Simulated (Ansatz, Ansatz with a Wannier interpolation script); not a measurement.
Rows from a G0W0 calculation on SiC (F-43m) (Ansatz 0.2.0; G0W0 on LDA, plane waves, PAW; PAW set soft_1; 10×10×10 mesh, 95 empty bands, screening to 160 eV, PAW set soft_1 files), in eV. Spin-orbit coupling is left out.

```
row                        k  band   start       Σx  Σc at the solution      Vxc
  A  (0.000, -0.500, -0.500)    c1  10.563   -7.278              -3.986  -11.674
  B                        Γ    c1  15.506   -9.715              -5.346  -15.605
  C  (0.000, -0.500, -0.500)    v1   6.048  -18.508               2.823  -15.004
  D                        Γ    v1   9.246  -18.276               1.856  -15.935
  E  (0.000, -0.500, -0.500)    v3   1.426  -19.789               4.654  -14.419
```

Give the quasiparticle energies and the shift of each level.

The quasiparticle equation reads E = start + Σx + Σc(E) − Vxc.

```
row  E (eV)  shift (eV)
  A  10.973      +0.410
  B  16.050      +0.544
  C   5.367      −0.681
  D   8.762      −0.484
  E   0.709      −0.717
```

Limits: not at the basis limit.

[Paths, hosts, dates, memory and timing lines, banners, echoed tables and standing remarks are left out of the program output.]

[Logs are printed without paths, hosts, clocks, repeated set-up lines and the standing remarks that a program may print on its own settings, such as how far it seeks lower states.]

[Runs of the session that timed out or met a known fault of the program may be left out.]

[Hosts, paths, dates, database ids (printed as entryN), source tags and the programs' standing remarks are cut or masked in the printed files.]
